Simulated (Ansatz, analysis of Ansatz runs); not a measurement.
**Neutral bond-centred H (muonium) in Ge: hyperfine coupling, PBE**

Aim: the hyperfine coupling of the neutral bond-centred H (muonium) in Ge, to be set beside the measurement. Set-up: PBE, 64-site cell, measured lattice, 420 eV, k: the single point 1/4 1/4 1/4 then 2x2x2 shifted 0.5 0.5 0.5. The model is a cell of 64 host atoms with 1 H put in. The isotropic coupling follows from the spin density at the nucleus, the nuclear g-factor and the total spin. The measured lattice removes the functional's error in the volume.

**The experiment.** 1H (muon value / 3.1833) (muon value divided by the ratio of moments 3.1833; muon (Mu, light H isotope)), printed as -96.5 MHz: -30.31 MHz, by muon spin resonance (leading '2' in as_printed is a garbled minus sign) (quoted in “Muonium as a hydrogen analogue in silicon and germanium: Quantum effects and hyperfine parameters”, 1999, A. R. Porter, M. D. Towler, and R. J. Needs, quoting earlier work (1988)).

Method: plane-wave PAW DFT, PBE; relaxation of all atoms of a defect supercell, in Ansatz 0.2.0.

## (1) Starting point

The cell holds 65 atoms: 64 Ge and 1 H. Cell: a = 11.316 Å, b = 11.316 Å, c = 11.316 Å, α = 90.0°, β = 90.0°, γ = 90.0°. It derives from Ge (space group Fd-3m). Nearest the centre at fractional (0.302, 0.330, 0.305): H65 at 0.00 Å, Ge8 at 1.68 Å, Ge4 at 1.68 Å, Ge6 at 2.90 Å, Ge27 at 2.98 Å, Ge49 at 3.02 Å, Ge5 at 3.16 Å, Ge7 at 3.20 Å.

The host's primitive cell comes from a first run (plane-wave PAW DFT, PBE; relaxation of the host's atoms at the measured cell): vectors of 4.001, 4.001 and 4.001 Å. That is 22.64 Å³ an atom. The supercell is built on it.

## (2) Relaxation, charge 0

Every later number rests on the structure around the defect, so the atoms are relaxed at the host's lattice first.

relax/input.yaml

```yaml
relax:
  f_tol: 0.02
  max_steps: 80
  random_displacement: { amplitude: 0.02, seed: 246 }
crystal:
  lattice:
    - [11.31564, 0.0, 0.0]
    - [0.0, 11.31564, 0.0]
    - [0.0, 0.0, 11.31564]
  atoms:
    - { symbol: Ge, position: [0.0, 0.0, 0.25] }
    - { symbol: Ge, position: [0.0, 0.25, 0.0] }
    - { symbol: Ge, position: [0.25, 0.0, 0.0] }
    - { symbol: Ge, position: [0.227500168, 0.227500168, 0.227500168] }
    - { symbol: Ge, position: [0.125, 0.125, 0.375] }
    - { symbol: Ge, position: [0.125, 0.375, 0.125] }
    - { symbol: Ge, position: [0.375, 0.125, 0.125] }
    - { symbol: Ge, position: [0.397499832, 0.397499832, 0.397499832] }
    - { symbol: Ge, position: [0.0, 0.0, 0.75] }
    - { symbol: Ge, position: [0.0, 0.25, 0.5] }
    - { symbol: Ge, position: [0.25, 0.0, 0.5] }
    - { symbol: Ge, position: [0.25, 0.25, 0.75] }
    - { symbol: Ge, position: [0.125, 0.125, 0.875] }
    - { symbol: Ge, position: [0.125, 0.375, 0.625] }
    - { symbol: Ge, position: [0.375, 0.125, 0.625] }
    - { symbol: Ge, position: [0.375, 0.375, 0.875] }
    - { symbol: Ge, position: [0.0, 0.5, 0.25] }
    - { symbol: Ge, position: [0.0, 0.75, 0.0] }
    - { symbol: Ge, position: [0.25, 0.5, 0.0] }
    - { symbol: Ge, position: [0.25, 0.75, 0.25] }
    - { symbol: Ge, position: [0.125, 0.625, 0.375] }
    - { symbol: Ge, position: [0.125, 0.875, 0.125] }
    - { symbol: Ge, position: [0.375, 0.625, 0.125] }
    - { symbol: Ge, position: [0.375, 0.875, 0.375] }
    - { symbol: Ge, position: [0.0, 0.5, 0.75] }
    - { symbol: Ge, position: [0.0, 0.75, 0.5] }
    - { symbol: Ge, position: [0.25, 0.5, 0.5] }
    - { symbol: Ge, position: [0.25, 0.75, 0.75] }
    - { symbol: Ge, position: [0.125, 0.625, 0.875] }
    - { symbol: Ge, position: [0.125, 0.875, 0.625] }
    - { symbol: Ge, position: [0.375, 0.625, 0.625] }
    - { symbol: Ge, position: [0.375, 0.875, 0.875] }
    - { symbol: Ge, position: [0.5, 0.0, 0.25] }
    - { symbol: Ge, position: [0.5, 0.25, 0.0] }
    - { symbol: Ge, position: [0.75, 0.0, 0.0] }
    - { symbol: Ge, position: [0.75, 0.25, 0.25] }
    - { symbol: Ge, position: [0.625, 0.125, 0.375] }
    - { symbol: Ge, position: [0.625, 0.375, 0.125] }
    - { symbol: Ge, position: [0.875, 0.125, 0.125] }
    - { symbol: Ge, position: [0.875, 0.375, 0.375] }
    - { symbol: Ge, position: [0.5, 0.0, 0.75] }
    - { symbol: Ge, position: [0.5, 0.25, 0.5] }
    - { symbol: Ge, position: [0.75, 0.0, 0.5] }
    - { symbol: Ge, position: [0.75, 0.25, 0.75] }
    - { symbol: Ge, position: [0.625, 0.125, 0.875] }
    - { symbol: Ge, position: [0.625, 0.375, 0.625] }
    - { symbol: Ge, position: [0.875, 0.125, 0.625] }
    - { symbol: Ge, position: [0.875, 0.375, 0.875] }
    - { symbol: Ge, position: [0.5, 0.5, 0.25] }
    - { symbol: Ge, position: [0.5, 0.75, 0.0] }
    - { symbol: Ge, position: [0.75, 0.5, 0.0] }
    - { symbol: Ge, position: [0.75, 0.75, 0.25] }
    - { symbol: Ge, position: [0.625, 0.625, 0.375] }
    - { symbol: Ge, position: [0.625, 0.875, 0.125] }
    - { symbol: Ge, position: [0.875, 0.625, 0.125] }
    - { symbol: Ge, position: [0.875, 0.875, 0.375] }
    - { symbol: Ge, position: [0.5, 0.5, 0.75] }
    - { symbol: Ge, position: [0.5, 0.75, 0.5] }
    - { symbol: Ge, position: [0.75, 0.5, 0.5] }
    - { symbol: Ge, position: [0.75, 0.75, 0.75] }
    - { symbol: Ge, position: [0.625, 0.625, 0.875] }
    - { symbol: Ge, position: [0.625, 0.875, 0.625] }
    - { symbol: Ge, position: [0.875, 0.625, 0.625] }
    - { symbol: Ge, position: [0.875, 0.875, 0.875] }
    - { symbol: H, position: [0.301619, 0.330401, 0.30548] }
basis:
  ecutwfc: 420
  xc_grid: 2
hamiltonian:
  xc: pbe
kpoints:
  mp_grid: { grid: [1, 1, 1], shift: [0.25, 0.25, 0.25] }
magnetization:
  spin_polarized: true
  initial_magnetization: 1
  spin_locking: { lock_magnetization: hard }
scf:
  occupations: { method: fermi_dirac, width: 0.01 }
  max_iter: 120
output:
  forces: true
checkpoint:
  write: "../relax.run"
  compress: false
  write_wavefunctions: true
  write_every: 100000
```

Launch:

```console
$ ansatz run input.yaml --threads 8 --pin off --max-ram 14131MiB --backend cpu --events-out ev --progress --plain --runs-dir out
```

Numbers of over 12 decimals in the logs are rounded to 6 here.

The log of the run:

```text
[... repeated set-up lines and file paths are left out, and long positions are rounded to six places ...]
Engine: ansatz 0.2.0, aarch64-unknown-linux-gnu
Pseudopotentials: kind: paw
Pseudopotential: Ge, paw, valence charge 14, recommended cutoff 420 eV (normal), Ge.paw.azcp
Pseudopotential: H, paw, valence charge 1, recommended cutoff 420 eV (normal), H.paw.azcp
Functional definition: PBE
  parameter kappa = 0.804
  parameter beta = 0.066725
  exchange = pbe_x(kappa = kappa, mu = beta*pi^2/3)
  correlation = pbe_c(beta = beta)
Crystal: 65 atoms, lattice volume = 1448.897 Å³
Basis set: ecut = 420 eV, 28353 PW (Γ), exchange–correlation on 160×160×160 points (8 copies of the dense FFT grid, shifted against one another)
Bands: 539, of which v1, the nominal top of the filled ones, is band 449 counted from 1 (448 counted from 0)
Symmetry: 1 space group operations
k-points: 1
Non-local potential: Ge, projectors of the file, l = 0: 2, l = 1: 2, l = 2: 3, l = 3: 1
Non-local potential: H, projectors of the file, l = 0: 2, l = 1: 1
PAW form: soft (Blöchl's): semilocal exchange-correlation on the pseudo side does not see the compensation charge
PAW one-centre angular grid: Ge, 590 points (default); XC on 64 Gauss nodes
PAW one-centre angular grid: H, 110 points (default); XC on 64 Gauss nodes
Initial density: superposition of atomic densities (chi_scale 0.1, normalization cell)
Starting moments: Σ|m| = 1 μB on 65 of 65 sites
Initial wavefunctions: pseudopotential atomic-orbital guess
Functional: x = pbe(κ = 0.804, μ = 0.219515), c = pbe(β = 0.066725)
iter 1 solved again at ethr=1.71e-3 eV; its pass at ethr=3.10e-3 eV (dr2=1.54e1 eV) is discarded
SCF iter   1: F=—  HF=-274893.186283 eV  |F-HF|=—  |Δ(HF+E_count)|=         —  Δρ=1.79e-2 (↑1.73e-2 ↓1.79e-2)  dr2=1.54e1  dr2_m=3.55e-2  M=1.000 μB ∫|m|=1.037 μB  β_m=0.30  ethr=1.71e-3  ⟨swp⟩=2.0  Hψ=5070  notcnv=0
preconditioner: auto → Resta (q_TF=auto, 2.519 Å⁻¹)  ε∞=2.7  [insulator: Δε(μ)=0.519 eV  Ē_g=22.335 eV  σ=0.010 eV  W_gap=1.00  n_scr=388 (ndim 8)  ℏωp=29.2 eV  f_vac=0.000  D(μ)=0.00/eV (n_scr^D=0)  ε∞_Penn≈2.7]
spin=Collinear: Resta preconditioning applied to the charge; magnetization (m = ρ↑ − ρ↓) channel mixes plain (no charge-response kernel on spin).
SCF iter   2: F=—  HF=-274892.432741 eV  |F-HF|=—  |Δ(HF+E_count)|=   7.54e-1  Δρ=1.35e-2 (↑1.30e-2 ↓1.35e-2)  dr2=8.91e0  dr2_m=1.82e-2  M=1.000 μB ∫|m|=1.053 μB  β_m=0.65  ethr=1.71e-3  ⟨swp⟩=1.0  Hψ=1078  notcnv=0
SCF iter   3: F=—  HF=-274891.515393 eV  |F-HF|=—  |Δ(HF+E_count)|=   9.17e-1  Δρ=1.43e-3 (↑1.38e-3 ↓1.43e-3)  dr2=4.91e-1  dr2_m=9.10e-5  M=1.000 μB ∫|m|=1.150 μB  β_m=0.56  ethr=9.94e-4  ⟨swp⟩=2.0  Hψ=1516  notcnv=0
SCF iter   4: F=—  HF=-274891.446873 eV  |F-HF|=—  |Δ(HF+E_count)|=   6.85e-2  Δρ=8.12e-4 (↑8.07e-4 ↓8.12e-4)  dr2=4.59e-2  dr2_m=1.41e-4  M=1.000 μB ∫|m|=1.155 μB  β_m=0.73  ethr=5.47e-5  ⟨swp⟩=2.0  Hψ=2147  notcnv=0  defer=171
SCF iter   5: F=—  HF=-274891.490156 eV  |F-HF|=—  |Δ(HF+E_count)|=   4.33e-2  Δρ=3.81e-4 (↑3.81e-4 ↓3.58e-4)  dr2=1.66e-2  dr2_m=6.94e-6  M=1.000 μB ∫|m|=1.159 μB  β_m=0.70  ethr=5.11e-6  ⟨swp⟩=3.0  Hψ=1780  notcnv=0  defer=171
SCF iter   6: F=—  HF=-274891.497528 eV  |F-HF|=—  |Δ(HF+E_count)|=   7.37e-3  Δρ=8.36e-5 (↑8.36e-5 ↓8.22e-5)  dr2=5.41e-4  dr2_m=4.65e-7  M=1.000 μB ∫|m|=1.160 μB  β_m=0.79  ethr=1.85e-6  ⟨swp⟩=2.0  Hψ=1798  notcnv=0  defer=171
SCF iter   7: F=—  HF=-274891.497736 eV  |F-HF|=—  |Δ(HF+E_count)|=   2.09e-4  Δρ=2.10e-5 (↑2.10e-5 ↓2.03e-5)  dr2=2.04e-5  dr2_m=7.59e-8  M=1.000 μB ∫|m|=1.160 μB  β_m=0.87  ethr=6.03e-8  ⟨swp⟩=2.0  Hψ=1974  notcnv=0  defer=171
SCF iter   8: F=—  HF=-274891.497825 eV  |F-HF|=—  |Δ(HF+E_count)|=   8.90e-5  Δρ=9.23e-6 (↑9.23e-6 ↓9.20e-6)  dr2=1.42e-5  dr2_m=6.01e-9  M=1.000 μB ∫|m|=1.160 μB  β_m=0.73  ethr=1.11e-9  ⟨swp⟩=3.5  Hψ=2881  notcnv=0
SCF iter   9: F=-274891.497827 eV  HF=-274891.497827 eV  |F-HF|=5.87e-8  |Δ(HF+E_count)|=   1.36e-6  Δρ=2.76e-6 (↑2.76e-6 ↓2.74e-6)  dr2=1.37e-6  dr2_m=1.23e-9  M=1.000 μB ∫|m|=1.160 μB  ethr=1.11e-9  ⟨swp⟩=3.0  Hψ=2880  notcnv=0
SCF 1 converged in 9 iterations: F = -274891.497827 eV  dr2 = 1.37e-6
  greatest PAW one-centre occupation: 0.998 electrons in one spin orbital (limit 2), on the Ge atom at site 7 (counted from 0), in its partial waves of l = 2
relax step   1: F+E_penalty+E_count = -274891.49782672 eV  Δ(F+E_penalty+E_count) = +0.000e0 eV  max|allowed force component| = 1.047e0 eV/Å  Δτ_max = 0.0000 Å  (9 SCF iters, dr2 threshold 1.00e-5 eV, accepted)
[... the SCF cycles and remarks between the steps are left out from here to the last step ...]
relax step   2: F+E_penalty+E_count = -274891.96909266 eV  Δ(F+E_penalty+E_count) = -4.713e-1 eV  max|allowed force component| = 2.597e-1 eV/Å  Δτ_max = 0.1099 Å  (5 SCF iters, dr2 threshold 6.86e-5 eV, accepted)
relax step   3: F+E_penalty+E_count = -274891.98776561 eV  Δ(F+E_penalty+E_count) = -1.867e-2 eV  max|allowed force component| = 3.987e-2 eV/Å  Δτ_max = 0.0176 Å  (5 SCF iters, dr2 threshold 4.21e-6 eV, accepted)
relax step   4: F+E_penalty+E_count = -274891.98912923 eV  Δ(F+E_penalty+E_count) = -1.364e-3 eV  max|allowed force component| = 1.893e-2 eV/Å  Δτ_max = 0.0193 Å  (6 SCF iters, accepted)
relax step   5: F+E_penalty+E_count = -274891.99028158 eV  Δ(F+E_penalty+E_count) = -1.152e-3 eV  max|allowed force component| = 1.196e-2 eV/Å  Δτ_max = 0.0473 Å  (6 SCF iters, accepted)
relax step   6: F+E_penalty+E_count = -274891.99111617 eV  Δ(F+E_penalty+E_count) = -8.346e-4 eV  max|allowed force component| = 6.782e-3 eV/Å  Δτ_max = 0.0582 Å  (6 SCF iters, accepted)
SCF iter   1: F=—  HF=-274891.992761 eV  |F-HF|=—  |Δ(HF+E_count)|=         —  Δρ=2.28e-4 (↑2.08e-4 ↓2.28e-4)  dr2=1.42e-3  dr2_m=4.07e-6  M=1.000 μB ∫|m|=1.169 μB  β_m=0.30  ethr=1.68e-6  ⟨swp⟩=5.5  Hψ=3001  notcnv=0  defer=166
SCF iter   2: F=—  HF=-274891.992670 eV  |F-HF|=—  |Δ(HF+E_count)|=   9.06e-5  Δρ=1.65e-4 (↑1.51e-4 ↓1.65e-4)  dr2=7.52e-4  dr2_m=2.07e-6  M=1.000 μB ∫|m|=1.169 μB  β_m=0.65  ethr=1.58e-7  ⟨swp⟩=2.0  Hψ=1242  notcnv=0  defer=166
SCF iter   3: F=—  HF=-274891.992596 eV  |F-HF|=—  |Δ(HF+E_count)|=   7.37e-5  Δρ=1.14e-5 (↑1.13e-5 ↓1.14e-5)  dr2=4.54e-5  dr2_m=7.05e-9  M=1.000 μB ∫|m|=1.169 μB  β_m=0.57  ethr=8.38e-8  ⟨swp⟩=2.0  Hψ=1165  notcnv=0  defer=166
SCF iter   4: F=—  HF=-274891.991415 eV  |F-HF|=—  |Δ(HF+E_count)|=   1.18e-3  Δρ=6.13e-6 (↑5.61e-6 ↓6.13e-6)  dr2=2.52e-6  dr2_m=4.78e-9  M=1.000 μB ∫|m|=1.169 μB  β_m=0.67  ethr=5.07e-9  ⟨swp⟩=2.0  Hψ=1069  notcnv=0  defer=166
SCF iter   5: F=—  HF=-274891.991416 eV  |F-HF|=—  |Δ(HF+E_count)|=   4.00e-7  Δρ=2.17e-6 (↑2.05e-6 ↓2.17e-6)  dr2=3.58e-7  dr2_m=5.40e-10  M=1.000 μB ∫|m|=1.169 μB  β_m=0.70  ethr=2.81e-10  ⟨swp⟩=2.0  Hψ=1793  notcnv=0  defer=166
SCF iter   6: F=-274891.991416 eV  HF=-274891.991416 eV  |F-HF|=2.18e-8  |Δ(HF+E_count)|=   1.40e-7  Δρ=6.66e-7 (↑6.66e-7 ↓6.66e-7)  dr2=3.35e-8  dr2_m=3.35e-11  M=1.000 μB ∫|m|=1.169 μB  ethr=1.11e-11  ⟨swp⟩=3.0  Hψ=2880  notcnv=0
SCF 7 converged in 6 iterations: F = -274891.991416 eV  dr2 = 3.35e-8
relax step   7: F+E_penalty+E_count = -274891.99141584 eV  Δ(F+E_penalty+E_count) = -2.997e-4 eV  max|allowed force component| = 5.355e-3 eV/Å  Δτ_max = 0.0335 Å  (6 SCF iters, accepted)
NSCF: frozen V_eff on 1 k-points
the band table was solved once a step of the walk had ended and its energy, with any forces and stress, was formed, with the checks that follow a solve (3171 applications of the Hamiltonian). They found nothing against the state; [...]
SCF converged after 6 iterations
Stability checked in part: among states of this total moment the steps that led to this state did not find it unstable. No probe was made; neither looks for a lower state of another moment (fixed_total_moment; see scf.lower_state_search)
Magnetization: 1.0000 μB (449.0000 up, 448.0000 down)
Absolute magnetization: 1.1273 μB (∫|ρ↑−ρ↓|, with the PAW one-centre terms)
Spin contamination: 0.0006 ħ² per cell (⟨S²⟩ above its minimum at these occupations)
Per-site moments (μB) at R_I (Å): [(0.00736069, 1.003694), (0.00738163, 1.003621), (0.00735886, 1.003694), [... 62 left out ...]
Free energy (F): -274891.991416 eV
Harris-Foulkes:  -274891.991416 eV  (|F-HF|=2.18e-8)
Internal energy: -274891.991416 eV  (E = F + TS)
E sigma→0 (E₀):  -274891.991416 eV
Fermi energy:    8.771224 (↑ 8.988892, ↓ 8.513295) eV
--- Per-component energies (eV) ---
  E_band       = -9532.586862
  E_kinetic    = 7164.153618
  E_local      = -158323.894706  (includes V_loc(G=0)·N_el)
  E_nonlocal   = 26790.558989
  E_hartree    = 69509.898142
  E_xc         = -4854.764900
  E_vxc        = -4158.830970  (∫ρ·V_xc dr)
  E_paw        = -129269.869591  (= ΣΔE_a)
  E_vpaw       = -20024.383616  (= ΣTr[D̂ρ^β])
  E_aug_tail   = 0.021501  (compensation charges beyond the density's cutoff)
  E_ewald      = -85908.094469
  E_smearing   = -0.000000  (= −TS)
  E_closure    = -0.000000  (closes the sum)
  Σ components = -274891.991416   (vs F -274891.991416, Δ=0.00e0)
--- Forces (eV/Å), atoms counted from 1 ---
  atom   1  Ge    -0.00225751    -0.00088737     0.00060633
  atom   2  Ge     0.00072604     0.00226814     0.00127783
  [... 1 atom left out ...]
  atom   4  Ge     0.00535483     0.00511478     0.00528637
  atom   5  Ge    -0.00115411    -0.00068107    -0.00010611
  atom   6  Ge     0.00163334     0.00279598     0.00213152
  atom   7  Ge    -0.00056375    -0.00116476    -0.00068034
  atom   8  Ge    -0.00330627    -0.00342499    -0.00406939
  [... 8 atoms left out ...]
  atom  17  Ge     0.00106150    -0.00131053     0.00041640
  [... 9 atoms left out ...]
  atom  27  Ge    -0.00202866    -0.00196212    -0.00167503
  [... 14 atoms left out ...]
  atom  42  Ge     0.00160706     0.00085826     0.00241172
  [... 6 atoms left out ...]
  atom  49  Ge    -0.00048118    -0.00042134    -0.00205058
  [... 15 atoms left out ...]
  atom  65  H     -0.00227995    -0.00020247    -0.00203663
  max |Σ_I F_I| component: 2.52e-6 eV/Å
--- Band table (eV) ---
  k-point 0 ↑: bands = ["-16.5560", "-16.5177", "-16.4627", "-16.4627", [... 531 left out ...] "13.6534", "13.7125", "13.7214", "13.7218"]
  k-point 0 ↓: bands = ["-16.5470", "-16.5088", "-16.4570", "-16.4569", [... 531 left out ...] "13.6726", "13.7327", "13.7406", "13.7411"]
--- Relaxed structure (7 steps of the walk, 7 accepted, 0 SCFs on fresh bases) ---
  F+E_penalty+E_count = -274891.99141584 eV   max|allowed force component| = 5.355e-3 eV/Å
  atoms:
    - { symbol: Ge, position: [-0.003192, -0.002709, 0.248514] }
    - { symbol: Ge, position: [-0.003473, 0.248618, -0.003205] }
    [... 1 atom left out ...]
    - { symbol: Ge, position: [0.227131, 0.227646, 0.227347] }
    - { symbol: Ge, position: [0.119579, 0.120029, 0.378100] }
    - { symbol: Ge, position: [0.119291, 0.378127, 0.119580] }
    - { symbol: Ge, position: [0.377927, 0.120083, 0.119807] }
    - { symbol: Ge, position: [0.397255, 0.397881, 0.397574] }
    [... 8 atoms left out ...]
    - { symbol: Ge, position: [-0.001364, 0.500271, 0.250606] }
    [... 9 atoms left out ...]
    - { symbol: Ge, position: [0.246748, 0.505665, 0.505352] }
    [... 14 atoms left out ...]
    - { symbol: Ge, position: [0.504811, 0.247062, 0.505075] }
    [... 6 atoms left out ...]
    - { symbol: Ge, position: [0.505053, 0.505552, 0.247008] }
    [... 15 atoms left out ...]
    - { symbol: H, position: [0.311983, 0.313142, 0.312337] }
```

Elapsed: 4.6 min, on 8 threads of Arm Neoverse V2, shared host; peak memory 7.9 GiB.

(Continued in part 2 of 2.)

[Logs are printed without paths, hosts, clocks, repeated set-up lines and the standing remarks that a program may print on its own settings, such as how far it seeks lower states.]

[Hosts, paths, dates, database ids (printed as entryN), source tags and the programs' standing remarks are cut or masked in the printed files.]

[For some hosts the program warned that the k-mesh of the response run may be too coarse for force constants and the static dielectric constant; such warnings are not shown here.]
